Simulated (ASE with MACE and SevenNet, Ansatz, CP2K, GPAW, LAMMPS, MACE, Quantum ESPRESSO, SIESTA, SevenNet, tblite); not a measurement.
## Running glassy 38BaO-62TiO2 (mol %) (110 atoms) with machine-learned potentials

Wanted: machine-learned potentials inputs and outputs for glassy 38BaO-62TiO2 (mol %) (110 atoms), checked against a plane-wave reference.

Method: the method is named at each step, in ASE with MACE and SevenNet.

### 1. Set-up

The cell holds 110 atoms: 16 Ba, 26 Ti and 68 O. Its edges and angles: a = 11.965 Å, b = 11.965 Å, c = 11.965 Å, α = 90.0°, β = 90.0°, γ = 90.0°. 110 atoms (16 Ba, 26 Ti, 68 O) placed at random at 4.67 g/cm³, melted at 4000 K for 10 ps at fixed volume with the Morse and Coulomb pair potential with partial charges (Pedone, Malavasi, Menziani, Cormack and Segre, J. Phys. Chem. B 110, 11780 (2006)). Quenched from 4000 K to 300 K at 20 K/ps and fixed volume, held 10 ps at zero pressure, then minimised at fixed cell.

The yardstick, on the same geometry:

```
method                                           : Kohn-Sham DFT, PBE, SSSP efficiency 1.3.0 pseudopotentials, plane waves (Quantum ESPRESSO 7.5); sssp-pbe-1.3.0-efficiency, cutoffs 60/480 Ry, Γ point
r.m.s. force component                           : 0.7678 eV/Å
longest force                                    : 2.437 eV/Å
pressure                                         : 4.134 GPa
gap (highest filled to lowest empty level) : 2.497 eV
time                                             : 36 min on 1 thread of Arm Neoverse V2, shared host
CPU time                                         : 36 min
```

### 2. MACE MP-0b3 medium potential

Method: machine-learned interatomic potential MACE MP-0b3 medium, trained on PBE(+U) plane-wave data.

Input file run.py:

```python
import numpy as np
from ase.io import read
import mlip  # loads the published weights by name

atoms = read("structure.xyz")
atoms.calc = mlip.calc("mace-mp-0b3-medium")
energy = atoms.get_potential_energy()
forces = atoms.get_forces()
print(f"energy {energy:.6f} eV")
print("forces (eV/A)")
for i, (a, f) in enumerate(zip(atoms, forces)):
    print(f"{i:4d} {a.symbol:2s} {f[0]:10.5f} {f[1]:10.5f} {f[2]:10.5f}")
stress = -atoms.get_stress(voigt=False) * 160.21766
print("stress (GPa, compression positive)")
for row in stress:
    print(" ".join(f"{x:10.4f}" for x in row))
```

Input file structure.xyz:

```xyz
110
Lattice="11.96473 0.00000 0.00000 0.00000 11.96473 0.00000 0.00000 0.00000 11.96473" Properties=species:S:1:pos:R:3 pbc="T T T"
Ba 8.93071 11.20294 10.08017
Ba 10.53638 5.14017 2.18476
Ba 2.44894 6.18828 1.02071
Ba 1.33957 9.41636 3.01380
Ba 9.96171 5.66123 10.63306
Ba 4.56119 1.60854 0.38849
Ba 5.00186 8.24609 3.64087
Ba 3.93676 5.82383 6.41860
Ba 0.87558 9.89435 9.38645
Ba 6.84825 5.76915 8.57799
Ba 8.24669 2.26648 4.70154
Ba 10.85069 2.39809 9.65362
Ba 0.92739 5.72309 9.31119
Ba 7.23651 1.72340 8.37017
Ba 0.91506 2.93926 6.51468
Ba 6.82839 11.08508 1.03387
Ti 10.52214 11.80416 6.50427
Ti 6.30362 9.44053 7.69081
Ti 4.10977 11.92991 3.49645
Ti 7.22179 10.78836 4.72726
Ti 7.32792 3.51273 11.35931
Ti 9.40212 1.80667 1.24194
Ti 0.17827 11.78586 0.40692
Ti 2.30800 11.39138 6.58060
Ti 10.55193 8.66641 11.73692
Ti 0.95108 6.22250 4.48474
Ti 5.59351 4.46907 2.32582
Ti 3.99861 3.69160 9.56149
Ti 1.25666 7.94350 6.85208
Ti 4.43221 2.39498 6.47388
Ti 7.56781 5.91991 4.68311
Ti 11.69995 1.21956 3.58356
Ti 3.95159 7.61962 9.53421
Ti 4.40673 11.69014 9.38896
Ti 1.45192 3.00004 11.92788
Ti 9.73773 8.45512 8.04102
Ti 6.36631 6.91490 0.19957
Ti 2.59814 3.15905 3.48521
Ti 10.63425 8.91911 4.81772
Ti 8.67993 8.45189 2.15916
Ti 10.12934 5.44108 6.68170
Ti 3.40014 9.95872 0.25401
O 9.51531 8.25614 6.00414
O 9.15098 9.74097 0.68977
O 9.44173 6.52317 7.98861
O 0.05767 7.59808 11.40263
O 1.42632 4.50544 4.08572
O 4.11120 11.13282 1.86159
O 1.28585 6.12367 6.46107
O 6.71209 4.63262 3.70871
O 3.54970 3.32608 5.26281
O 6.01623 1.80500 6.03992
O 10.25940 8.81214 3.10772
O 8.54258 4.97111 5.86942
O 3.00973 11.17290 4.66792
O 10.60877 2.30883 2.56823
[... 50 atom lines left out ...]
O 10.42654 0.85225 0.12898
O 3.36520 0.97919 6.62858
O 10.80918 1.28764 5.14220
O 3.08211 11.09334 8.41097
```

Run with:

```bash
$ OMP_NUM_THREADS=1 python run.py > output.txt
```

Log:

```text
energy -892.201240 eV
forces (eV/A)
   0 Ba    0.45809   -0.85101    0.09332
   1 Ba    0.00180    0.37184    0.77787
   2 Ba    0.16619    0.08130    0.30149
   3 Ba   -0.19144    0.16993    0.45780
   4 Ba   -0.99848    0.52761    0.28245
   5 Ba   -0.28252    0.42743   -0.30434
   6 Ba    0.34257    0.08623   -0.12035
   7 Ba   -0.49590   -0.21240   -0.20033
   8 Ba    0.48209   -0.22386   -0.08451
   9 Ba    0.00326    0.01013    0.21755
  10 Ba   -0.09424   -0.27940   -0.48180
  11 Ba   -0.14028   -0.25345    0.38704
  12 Ba    1.22126    0.15291   -0.75740
  13 Ba   -0.97214    0.21029    0.13122
  14 Ba    0.33340   -0.24727   -0.53167
  15 Ba    0.48349   -0.13898    0.81098
  16 Ti    0.31040   -1.16071   -0.10719
  17 Ti   -0.12452    1.23069    0.63366
  18 Ti   -0.35919   -0.05695   -0.24485
  19 Ti    0.93667   -0.48775    0.36531
  20 Ti    0.10833   -1.66615   -0.57536
  21 Ti    0.21704   -0.46712    0.27300
  22 Ti   -0.43752    1.41211    1.03213
  23 Ti   -0.17310    0.86825    0.15893
[...]
102 O     0.59360    0.10193    0.76969
 103 O     0.39744    0.37613    0.48560
 104 O    -1.73241    1.62949   -0.65765
 105 O    -0.15639   -0.23815   -0.13374
 106 O     0.55288   -1.25032   -1.75657
 107 O    -1.09253   -0.76411    0.25177
 108 O    -0.78732    0.31952    1.12251
 109 O    -1.64522   -0.65681   -0.75969
stress (GPa, compression positive)
    5.9669     0.7447     0.3505
    0.7447     5.8339    -0.3367
    0.3505    -0.3367     3.8597
```

Elapsed: 8.3 s, on 1 thread of Arm Neoverse V2, shared host; peak memory 1.1 GiB.

Banners, paths, timers and routine set-up lines are dropped from the logs unmarked, and long logs keep their key lines alone; longer cuts are marked.

Numbers from this run, and their distance from the reference:

```yaml
r_m_s_force_component: 0.7881 eV/Å
r_m_s_difference_of_force_components: 104 meV/Å
longest_difference_of_force_vectors: 416.2 meV/Å
force_difference_over_r_m_s_force: 13.54 %
slope_of_forces_against_the_reference_s: 1.018
correlation_of_force_components: 0.9914
pressure: 5.22 GPa
pressure_difference: 1.086 GPa
```

Length of the force difference by element (eV/Å):

```
element  atoms  mean  most
     Ba     16  0.15  0.42
      O     68  0.14  0.39
     Ti     26  0.21  0.36
```

A closer look about O97, which has 5 bonded neighbours where the commonest count for O is 4: 10 atoms, nearest first, numbered in the order of the input, with positions taken from that point.

```
atom      x      y      z  distance (Å)  bonds     Fx     Fy  Fz (eV/Å)
 O97   0.00   0.00   0.00          0.00      5   0.46   0.45      -0.52
Ti21  -1.01  -0.15   1.59          1.89      6   0.11  -1.67      -0.58
Ba14  -1.11  -1.94  -1.40          2.64      8  -0.97   0.21       0.13
 Ba5   1.62   1.99   0.86          2.71      9  -1.00   0.53       0.28
 O92  -2.67   0.05   0.66          2.75      5   0.67  -0.10       0.11
O102   0.66  -0.31   2.66          2.76      4   0.21   2.38      -0.44
 O78  -0.96   1.92   1.76          2.78      4   1.45  -0.51      -0.87
Ba12   2.51  -1.27  -0.12          2.81      6  -0.14  -0.25       0.39
 O84  -0.97  -2.21   1.47          2.83      5  -0.16   0.15      -0.10
Ba10  -1.49   2.10  -1.19          2.84     11   0.00   0.01       0.22
```

Atoms are counted from 1 here, from 0 in the log.

Forces lie 14 % from the reference's, at 0.0035 times its CPU time.

### 3. MACE MP-0b2 small potential

Method: machine-learned interatomic potential MACE MP-0b2 small, trained on PBE(+U) plane-wave data.

run.py: that of step 2 with these lines changed.

```diff
@@ -5,3 +5,3 @@
 atoms = read("structure.xyz")
-atoms.calc = mlip.calc("mace-mp-0b3-medium")
+atoms.calc = mlip.calc("mace-mp-0b2-small")
 energy = atoms.get_potential_energy()
```

structure.xyz is that of step 2.

Log:

```text
energy -891.941446 eV
forces (eV/A)
   0 Ba    0.40160   -0.81900    0.16424
   1 Ba    0.02471    0.42963    0.79045
   2 Ba    0.21750    0.15514    0.29931
   3 Ba   -0.12452    0.06467    0.41626
   4 Ba   -1.17492    0.59309    0.44640
   5 Ba   -0.21448    0.45457   -0.35847
   6 Ba    0.30781    0.16701   -0.10067
   7 Ba   -0.61382   -0.16009   -0.16330
   8 Ba    0.26856   -0.12306   -0.08574
   9 Ba   -0.13791   -0.07646    0.37491
  10 Ba   -0.11784   -0.42379   -0.41910
  11 Ba   -0.05939   -0.49132    0.23075
  12 Ba    1.44526    0.17488   -0.77631
  13 Ba   -0.90341    0.23059    0.27766
  14 Ba    0.34750   -0.18031   -0.34293
  15 Ba    0.69445   -0.14175    0.72819
  16 Ti    0.24419   -1.30793    0.18679
  17 Ti   -0.10117    1.11155    0.74883
  18 Ti   -0.27594    0.14518   -0.36927
  19 Ti    0.96942   -0.56931    0.27862
  20 Ti   -0.22451   -1.77220   -0.39756
  21 Ti    0.00777   -0.51329   -0.16167
  22 Ti   -0.41464    1.17381    0.78201
  23 Ti   -0.29429    0.81347    0.18406
[...]
102 O     0.66821    0.13126    0.70515
 103 O     0.21624    0.29413    0.42921
 104 O    -1.74196    1.62646   -0.62129
 105 O    -0.14506   -0.26217   -0.12585
 106 O     0.44936   -1.05270   -1.54671
 107 O    -0.78772   -0.48319    0.26069
 108 O    -0.76273    0.37794    0.92897
 109 O    -1.66630   -0.74095   -0.89702
stress (GPa, compression positive)
    5.9450     0.5604     0.2919
    0.5604     5.6804    -0.5048
    0.2919    -0.5048     3.9137
```

Wall time 6.4 s (1 thread); peak memory 0.67 GiB.

Compared with the plane-wave run:

```
r.m.s. force component                  : 0.7712 eV/Å
r.m.s. difference of force components   : 114.1 meV/Å
longest difference of force vectors     : 436.3 meV/Å
force difference over r.m.s. force      : 14.86 %
slope of forces against the reference's : 0.9934
correlation of force components         : 0.989
pressure                                : 5.18 GPa
pressure difference                     : 1.045 GPa
```

Against the first run (14 %), the force difference from the reference is 15 %, at 0.75 times the CPU time.

### 4. SevenNet 0 potential

Method: machine-learned interatomic potential SevenNet 0, trained on PBE(+U) plane-wave data.

run.py: that of step 3 with these lines changed.

```diff
@@ -5,3 +5,3 @@
 atoms = read("structure.xyz")
-atoms.calc = mlip.calc("mace-mp-0b2-small")
+atoms.calc = mlip.calc("7net-0")
 energy = atoms.get_potential_energy()
```

structure.xyz is that of step 3.

Log:

```text
energy -892.434387 eV
forces (eV/A)
   0 Ba    0.44223   -0.74235    0.11488
   1 Ba    0.00971    0.53242    0.75825
   2 Ba    0.04075    0.13646    0.32564
   3 Ba   -0.21837    0.08774    0.56419
   4 Ba   -0.97363    0.54839    0.33686
   5 Ba   -0.25404    0.40012   -0.30679
   6 Ba    0.24500    0.11549   -0.14646
   7 Ba   -0.56019   -0.07211   -0.19780
   8 Ba    0.37003   -0.26585   -0.11100
   9 Ba   -0.03021   -0.01091    0.27700
  10 Ba   -0.00369   -0.43524   -0.57644
  11 Ba   -0.19414   -0.23181    0.30400
  12 Ba    1.17805    0.09279   -0.70813
  13 Ba   -0.98828    0.14283    0.28267
  14 Ba    0.36421   -0.25615   -0.41117
  15 Ba    0.56445   -0.15828    0.82739
  16 Ti    0.32130   -1.09739   -0.03573
  17 Ti   -0.12711    1.14212    0.66948
  18 Ti   -0.25947   -0.18328   -0.24459
  19 Ti    0.80723   -0.66514    0.18450
  20 Ti    0.03609   -1.55160   -0.34445
  21 Ti    0.13496   -0.44607    0.17240
  22 Ti   -0.48066    1.17525    0.95033
  23 Ti   -0.27100    0.80924    0.15259
[...]
102 O     0.39613    0.09952    0.82571
 103 O     0.47179    0.44282    0.43643
 104 O    -1.78364    1.79022   -0.68925
 105 O    -0.15144   -0.26251   -0.14594
 106 O     0.53274   -1.19283   -1.80821
 107 O    -0.78442   -0.45888    0.40334
 108 O    -0.87920    0.35862    1.22085
 109 O    -1.65699   -0.67461   -0.73067
stress (GPa, compression positive)
    6.0305     0.6413     0.3656
    0.6413     5.9788    -0.3887
    0.3656    -0.3887     4.0467
```

Run time: 6.9 s. Hardware: 1 thread; peak memory 1 GiB.

Numbers from this run, and their distance from the reference:

| Property | Result |
| --- | --- |
| r.m.s. force component | 0.7851 eV/Å |
| r.m.s. difference of force components | 108.6 meV/Å |
| longest difference of force vectors | 434 meV/Å |
| force difference over r.m.s. force | 14.14 % |
| slope of forces against the reference's | 1.013 |
| correlation of force components | 0.9905 |
| pressure | 5.352 GPa |
| pressure difference | 1.218 GPa |

Against the first run (14 %), the force difference from the reference is 14 %, at 0.86 times the CPU time.

### 5. The ladder

Differences are against the plane-wave reference, forces as r.m.s. over components; share is that over the reference's r.m.s. force, slope the least-squares factor from reference forces to these. Total energies of different programs have different zeros and aren't compared.

```
                         run  Δ force, r.m.s. (meV/Å)  share (%)  slope  Δ pressure (GPa)  cores  CPU time  memory (GiB)
                   reference                        -          -      -                 -      1    36 min           5.7
MACE MP-0b3 medium potential                      104       13.5  1.018              1.09      1     7.6 s           1.1
 MACE MP-0b2 small potential                      114       14.9  0.993              1.05      1     5.7 s          0.67
        SevenNet 0 potential                      109       14.1  1.013              1.22      1     6.6 s             1
```

Times of the machine-learned potentials are mostly Python's start and the loading of weights.

CPU time is summed over cores on a shared host, where runs went side by side, so it is rough. Symmetry, cutoffs, thresholds, outputs and thread counts weren't matched or tuned between programs; memory under MPI is the largest rank's times the ranks.

### 6. Results

| Item | Value |
| --- | --- |
| nearest in forces | a tie at 14 % of 2 runs: MACE MP-0b3 medium potential; SevenNet 0 potential |

What this shows: Machine-learned potentials differ by 14 % (MACE MP-0b3 medium potential) to 15 % (MACE MP-0b2 small potential); they were trained on other programs' data. The reference's pressure holds the uncorrected Pulay stress of its 60 Ry basis, so small pressure differences, and their order, may be the reference's own error. Machine-learned potentials mimic data converged in k, so the reference's own k-point error enters their differences. The quench rate of 20 K/ps is many orders above laboratory rates, so the cell is likely richer in defects and strain than a real sample. The network of bonds at the start is that of the classical potential that made the cell, and needn't be the one that DFT or experiment would give. The reference's pressure of 4.1 GPa belongs to a cell and atoms that aren't relaxed at this level. The electronic-structure runs sample only Γ, in a cell whose shortest periodic width is 12 Å. Spin–orbit coupling is left out, which matters for the levels of the heavy elements.

[Also dropped from logs without a mark: logging warnings of Python, and SIESTA's first energy breakdown and zero terms.]

[Logs are printed without paths, hosts, clocks, repeated set-up lines and the standing remarks that a program may print on its own settings, such as how far it seeks lower states.]

[Hosts, paths, dates, database ids (printed as entryN), source tags and the programs' standing remarks are cut or masked in the printed files.]
